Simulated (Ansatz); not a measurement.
P2Ir (P2_1/c), computed twice by G0W0.

```xyz
12
Lattice="5.7723 0.0000 0.0000 0.0000 5.8067 0.0000 -2.1285 0.0000 5.4731" Properties=species:S:1:pos:R:3 pbc="T T T"
P    -0.9403    5.1209    4.7632
P     3.5199    2.2175    3.4465
P     4.5842    0.6859    0.7099
P     0.1239    3.5892    2.0266
P     1.5285    2.1903    1.0319
P     3.1796    5.0937    1.7046
P     2.1153    3.6164    4.4412
P     0.4643    0.7130    3.7685
Ir   -0.1156    2.8966    4.3324
Ir    2.6952    5.7999    3.8773
Ir    3.7594    2.9102    1.1407
Ir    0.9487    0.0068    1.5959
```

The cell and positions are those that the Materials Project relaxed with its own functionals (PBE, PBE+U or r2SCAN), kept fixed. Spin-orbit coupling is left out unless a run names it. PAW set soft_2, made with PBE.

The first (Ansatz 0.2.0; start LDA, 4×2×4 mesh, 391 empty bands, screening to 96 eV, plasmon pole; 1 × NVIDIA GB200 (shared by 2 runs) with 24 threads of Arm Neoverse V2, shared host) gave, on its mesh: starting gap 0.61 eV, G0W0 gap 1.19 eV, RPA ε∞ (mean) 17.45, 14 s.

Question: The second changes start from LDA to r2SCAN and frequency model from plasmon pole to contour deformation. What does it give?

It gave: starting gap 0.71 eV, G0W0 gap 1.25 eV, RPA ε∞ (mean) 15.19, 12 s. The G0W0 gap moves by +0.06 eV, +0.10 eV from the start and −0.04 eV from the correction.

Limits: not at the basis limit; no spin polarisation; d states lean on the start; no spin-orbit coupling; coarse k mesh.

[Paths, hosts, dates, memory and timing lines, banners, echoed tables and standing remarks are left out of the program output.]

[Logs are printed without paths, hosts, clocks, repeated set-up lines and the standing remarks that a program may print on its own settings, such as how far it seeks lower states.]

[Runs of the session that timed out or met a known fault of the program may be left out.]

[Cells called generated may have been cut or substituted from an entry of the Crystallography Open Database or the Materials Project.]

[Hosts, paths, dates, database ids (printed as entryN), source tags and the programs' standing remarks are cut or masked in the printed files.]
